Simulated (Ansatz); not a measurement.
## Work function of Co(0001): what the settings cost and change

How far do cutoff, k-mesh and smearing move the work function of Co(0001)?

Calculated with Ansatz 0.2.0; plane-wave DFT, PBE, Ansatz PAW.

This is a report of a sequence of runs, with most program output left out.

### Step 1. Set-up

The cell holds 7 atoms: 7 Co. Its edges and angles: a = 2.510 Å, b = 2.510 Å, c = 30.214 Å, α = 90.0°, β = 90.0°, γ = 60.0°. Vacuum lies along c.

### Step 2. Slab, setting cutoff 200 eV

A work function rests on the faint tail of the density, so the SCF threshold is tight. The cutoff is raised first; then mesh and smearing are varied at the default cutoff.

Contents of input.yaml:

```yaml
crystal:
  lattice:
    - [2.51, 0.0, 0.0]
    - [1.255, 2.1737237635, 0.0]
    - [0.0, 0.0, 30.21366]
  atoms:
    - { symbol: Co, position: [0.0, 0.0, 0.2978785093], spin: 1.7 }
    - { symbol: Co, position: [0.6666666667, 0.6666666667, 0.3652523395], spin: 1.7 }
    - { symbol: Co, position: [0.0, 0.0, 0.4326261698], spin: 1.7 }
    - { symbol: Co, position: [0.6666666667, 0.6666666667, 0.5], spin: 1.7 }
    - { symbol: Co, position: [0.0, 0.0, 0.5673738302], spin: 1.7 }
    - { symbol: Co, position: [0.6666666667, 0.6666666667, 0.6347476605], spin: 1.7 }
    - { symbol: Co, position: [0.0, 0.0, 0.7021214907], spin: 1.7 }
magnetization:
  spin_polarized: true
kpoints:
  mp_grid: { grid: [19, 19, 1] }
hamiltonian:
  xc: pbe
scf:
  occupations: { method: fermi_dirac, width: 0.1 }
  convergence: { dr2_threshold: 1.0e-09 }
efield:
  axis: 3
  dipole_correction: true
  ramp_position: 0.97
  ramp_width: 0.06
basis:
  ecutwfc: "200 eV"
output:
  write_potential: true
  write_density: true
  volumetric_format: npy
  elf: true
```

Run with:

```sh
$ ansatz run input.yaml --threads 4 --pin off --max-ram 6144MiB --backend cpu --events-out ev --progress --plain --runs-dir out
```

It took 60 s on 4 threads of Arm Neoverse N1, shared host; peak memory 0.66 GiB.

Numbers from this step:

```
energy at zero smearing   : -35726.6451 eV
total moment              : 11.39 μB
site moments              : 1.701, 1.671, 1.660, 1.663, 1.660, 1.671, 1.701 μB
work function, upper face : 6.028 eV
```

Running mean over 2.03561 Å of the planar mean; the ramp of the sawtooth is left out. Electron's electrostatic potential energy less the Fermi level against z:

z (Å), electron's electrostatic potential energy less the Fermi level (eV) and a bar from the least value:
```
      3.5       5.83 ##############################
      4.0       5.75 ##############################
      4.5       5.65 ##############################
      5.0       5.54 #############################
      5.5       5.40 #############################
      6.0       5.21 #############################
      6.5       4.91 ############################
      7.0       4.23 ###########################
      7.5       2.06 ######################
      8.0      -2.88 ############
      8.5      -7.47 ###
      9.0      -8.98 
      9.5      -9.05 
     10.0      -9.02 
     10.5      -9.03 
     11.0      -9.06 
     11.5      -9.07 
     12.0      -9.06 
     12.5      -9.06 
     13.0      -9.06 
     13.5      -9.05 
     14.0      -9.05 
     14.5      -9.05 
     15.0      -9.05 
     15.5      -9.05 
     16.0      -9.05 
     16.5      -9.05 
     17.0      -9.05 
     17.5      -9.06 
     18.0      -9.06 
     18.5      -9.07 
     19.0      -9.07 
     19.5      -9.05 
     20.0      -9.02 
     20.5      -9.03 
     21.0      -9.06 
     21.5      -8.45 #
     22.0      -5.17 ########
     22.5       0.20 ###################
     23.0       3.62 #########################
     23.5       4.70 ############################
     24.0       5.10 ############################
     24.5       5.33 #############################
     25.0       5.48 #############################
     25.5       5.60 #############################
     26.0       5.71 ##############################
     26.5       5.80 ##############################
     27.0       5.87 ##############################
```

Site moment by atom:

```tsv
atom	site moment (μB)
Co1	1.70
Co2	1.67
Co3	1.66
Co4	1.66
Co5	1.66
Co6	1.67
Co7	1.70
```

Spin density in the ca plane at fractional y = 0.000, with atoms of Co within 0.2 Å of it.

Ten even steps from '0' (0.0 e/Å³) to '9' (5.1 e/Å³), each cell a mean:
```
00000002520000000015300000000044100000000000
00000000100000000001000000000000000000000000
00000000000000000000000000000000000000000000
00000000000000000000000000000000000000000000
00000000000000000000000000000000000000000000
00000000000000000000000000000000000000000000
00000001310000000013200000000033000000000000
00000003940000000029600000000178100000000000
```
Columns run along c (16.0 Å, from fractional 0.34 to 0.87 of the cell), rows up along a (2.5 Å). Atoms in or near the plane, at fractional coordinates: Co at (0.43, 0.00), Co at (0.57, 0.00), Co at (0.70, 0.00).

ELF in the ca plane at fractional y = 0.000, with atoms of Co within 0.2 Å of it. It is the smooth field of the valence electrons, not physical close to the nuclei.

Ten even steps from '0' (0.00) to '9' (0.96), each cell a mean:
```
12222126972122121159831221221488410000000000
11111113531111111125411111111244200000000000
11111111111111111111111112111111110000000000
11221121112112211221122112112211220000000000
11211111111111211111111112111111110000000000
11111112321111111113211111111122100000000000
12112115862121121148731211221378410000000000
13333128983133231169941232321599610000000000
```
Columns run along c (16.0 Å, from fractional 0.34 to 0.87 of the cell), rows up along a (2.5 Å). Atoms in or near the plane, at fractional coordinates: Co at (0.43, 0.00), Co at (0.57, 0.00), Co at (0.70, 0.00).

Valence density in the ca plane at fractional y = 0.000, with atoms of Co within 0.2 Å of it. It is the smooth field of the valence electrons, not physical close to the nuclei.

Ten steps, logarithmic in the rise over the least value, from '0' (0 e/Å³) to '9' (42 e/Å³), each cell a mean:
```
10110136873101111268841011101588510000000000
01111024542011110135521111101355310000000000
11221111211112211112110122210122100000000000
12331100100113321001000123210000000000000000
11221101111112311011110123210111100000000000
01111013431011110124321111111233200000000000
11111126863111111258741011101477510000000000
11001137984111011269951110112599610000000000
```
Columns run along c (16.0 Å, from fractional 0.34 to 0.87 of the cell), rows up along a (2.5 Å). Atoms in or near the plane, at fractional coordinates: Co at (0.43, 0.00), Co at (0.57, 0.00), Co at (0.70, 0.00).

The work function is 6.028 eV. The program marks this work function as in doubt.

### Step 3. Run

input.yaml: that of step 2 with these lines changed.

```diff
@@ -28,3 +28,3 @@
 basis:
-  ecutwfc: "200 eV"
+  ecutwfc: "300 eV"
 output:
@@ -33,2 +33 @@
   volumetric_format: npy
-  elf: true
```

Wall time 92 s (4 threads); peak memory 0.92 GiB.

The work function is 4.994 eV, -1.034 eV from the run “cutoff 200 eV”, at 1.5 times its CPU time.

### Step 4. Run

input.yaml: that of step 3 with these lines changed.

```diff
@@ -28,3 +28,3 @@
 basis:
-  ecutwfc: "300 eV"
+  ecutwfc: "420 eV"
 output:
```

Wall time 2 min (4 threads); peak memory 1.3 GiB.

The work function is 4.984 eV, -1.045 eV from the run “cutoff 200 eV”, at 2.0 times its CPU time.

### Step 5. Slab

input.yaml: that of step 4 with these lines changed.

```diff
@@ -28,3 +28,3 @@
 basis:
-  ecutwfc: "420 eV"
+  ecutwfc: "600 eV"
 output:
```

Elapsed: 3.7 min, on 4 threads; peak memory 2 GiB.

The work function is 4.983 eV, -0.000 eV from the run “cutoff 420 eV”, at 1.8 times its CPU time.

### Step 6. Run

input.yaml: that of step 5 with these lines changed.

```diff
@@ -16,3 +16,3 @@
 kpoints:
-  mp_grid: { grid: [19, 19, 1] }
+  mp_grid: { grid: [3, 3, 1] }
 hamiltonian:
@@ -27,4 +27,2 @@
   ramp_width: 0.06
-basis:
-  ecutwfc: "600 eV"
 output:
```

It took 11 s on 4 threads; peak memory 0.57 GiB.

The work function is 5.062 eV, +0.079 eV from the run “cutoff 420 eV”, at 0.082 times its CPU time.

### Step 7. Slab

input.yaml: that of step 6 with these lines changed.

```diff
@@ -16,3 +16,3 @@
 kpoints:
-  mp_grid: { grid: [3, 3, 1] }
+  mp_grid: { grid: [6, 6, 1] }
 hamiltonian:
```

Run time: 21 s. Hardware: 4 threads; peak memory 0.65 GiB.

The work function is 4.997 eV, +0.014 eV from the run “cutoff 420 eV”, at 0.17 times its CPU time.

### Step 8. Run

input.yaml: that of step 7 with these lines changed.

```diff
@@ -16,3 +16,3 @@
 kpoints:
-  mp_grid: { grid: [6, 6, 1] }
+  mp_grid: { grid: [13, 13, 1] }
 hamiltonian:
```

It took 69 s on 4 threads; peak memory 0.94 GiB; 4.5 min of CPU time.

The work function is 4.972 eV, -0.012 eV from the run “cutoff 420 eV”, at 0.57 times its CPU time.

### Step 9. Slab

input.yaml: that of step 8 with these lines changed.

```diff
@@ -16,3 +16,3 @@
 kpoints:
-  mp_grid: { grid: [13, 13, 1] }
+  mp_grid: { grid: [28, 28, 1] }
 hamiltonian:
```

It took 4.1 min on 4 threads; peak memory 2.1 GiB; 16 min of CPU time.

The work function is 4.981 eV, -0.002 eV from the run “cutoff 420 eV”, at 2.1 times its CPU time.

### Step 10. Slab

input.yaml: that of step 9 with these lines changed.

```diff
@@ -16,3 +16,3 @@
 kpoints:
-  mp_grid: { grid: [28, 28, 1] }
+  mp_grid: { grid: [19, 19, 1] }
 hamiltonian:
@@ -20,3 +20,3 @@
 scf:
-  occupations: { method: fermi_dirac, width: 0.1 }
+  occupations: { method: gaussian, width: 0.05 }
   convergence: { dr2_threshold: 1.0e-09 }
```

Wall time 2.1 min (4 threads); peak memory 1.3 GiB; 8.4 min of CPU time.

The work function is 4.991 eV, +0.007 eV from the run “cutoff 420 eV”, at 1.1 times its CPU time.

### Step 11. Run

input.yaml: that of step 10 with these lines changed.

```diff
@@ -20,3 +20,3 @@
 scf:
-  occupations: { method: gaussian, width: 0.05 }
+  occupations: { method: methfessel_paxton, width: 0.2 }
   convergence: { dr2_threshold: 1.0e-09 }
```

Wall time 2.4 min (4 threads); peak memory 1.3 GiB; 9.3 min of CPU time.

The work function is 4.994 eV, +0.010 eV from the run “cutoff 420 eV”, at 1.2 times its CPU time.

### Step 12. Run

input.yaml: that of step 11 with these lines changed.

```diff
@@ -20,3 +20,3 @@
 scf:
-  occupations: { method: methfessel_paxton, width: 0.2 }
+  occupations: { method: fermi_dirac, width: 0.3 }
   convergence: { dr2_threshold: 1.0e-09 }
```

It took 3.1 min on 4 threads; peak memory 1.4 GiB; 12 min of CPU time.

The work function is 4.983 eV, -0.000 eV from the run “cutoff 420 eV”, at 1.5 times its CPU time.

### Step 13. Run

input.yaml: that of step 12 with these lines changed.

```diff
@@ -20,3 +20,3 @@
 scf:
-  occupations: { method: fermi_dirac, width: 0.3 }
+  occupations: { method: cold, width: 0.1 }
   convergence: { dr2_threshold: 1.0e-09 }
```

Elapsed: 2.8 min, on 4 threads; peak memory 1.3 GiB; 11 min of CPU time.

The work function is 4.984 eV, +0.001 eV from the run “cutoff 420 eV”, at 1.4 times its CPU time.

### Step 14. Comparing the runs

Times are for 4 threads of Arm Neoverse N1, shared host. The runs compared:

```tsv
no.	setting	work function, upper face (eV)	time	memory (GiB)
1	cutoff 200 eV	6.028	60 s	0.66
2	cutoff 300 eV	4.994	92 s	0.92
3	cutoff 420 eV	4.984	2 min	1.3
4	cutoff 600 eV	4.983	3.7 min	2.0
5	mesh 3x3	5.062	11 s	0.57
6	mesh 6x6	4.997	21 s	0.65
7	mesh 13x13	4.972	69 s	0.94
8	mesh 28x28	4.981	4.1 min	2.1
9	Gaussian smearing 0.05 eV	4.991	2.1 min	1.3
10	methfessel_paxton smearing 0.2 eV	4.994	2.4 min	1.3
11	fermi_dirac smearing 0.3 eV	4.983	3.1 min	1.4
12	cold smearing 0.1 eV	4.984	2.8 min	1.3
```

### Step 15. Summary of results

```
work function, cutoff 200 eV : 6.028 eV
work function, cutoff 420 eV : 4.984 eV
work function, cutoff 600 eV : 4.983 eV
work function, mesh 13x13    : 4.972 eV
```

What this shows: The run at the highest cutoff gives 4.98 eV, and the settings tried spread the value from 4.97 to 6.03 eV. Against 600 eV, a cutoff of 200 eV is off by +1.045 eV. Against 600 eV, a cutoff of 420 eV is off by +0.000 eV. Against the finest mesh, 28 points along a, the coarser ones are off by +0.08 (3), +0.02 (6) and -0.01 (13) eV. The smearing schemes and widths spread it over 0.01 eV. The program marks the value as in doubt in “cutoff 200 eV”. The ladder's slabs use the tabulated experimental lattice constant (two decimals; a low-temperature value for the alkali metals). The magnetic order is the one reached from the typed start; other orders were not compared. In 2 runs of the series (cutoff 200 eV and cutoff 300 eV) the program warns that electrons reach the sawtooth's ramp, which makes dipole and work function less sure.

[Logs are printed without paths, hosts, clocks, repeated set-up lines and the standing remarks that a program may print on its own settings, such as how far it seeks lower states.]

[Hosts, paths, dates, database ids (printed as entryN), source tags and the programs' standing remarks are cut or masked in the printed files.]

[Maps of the electrostatic potential energy from Ansatz leave out the sawtooth potential of an applied field or a dipole correction, so their vacuum need not be flat; planar profiles and work functions include it.]
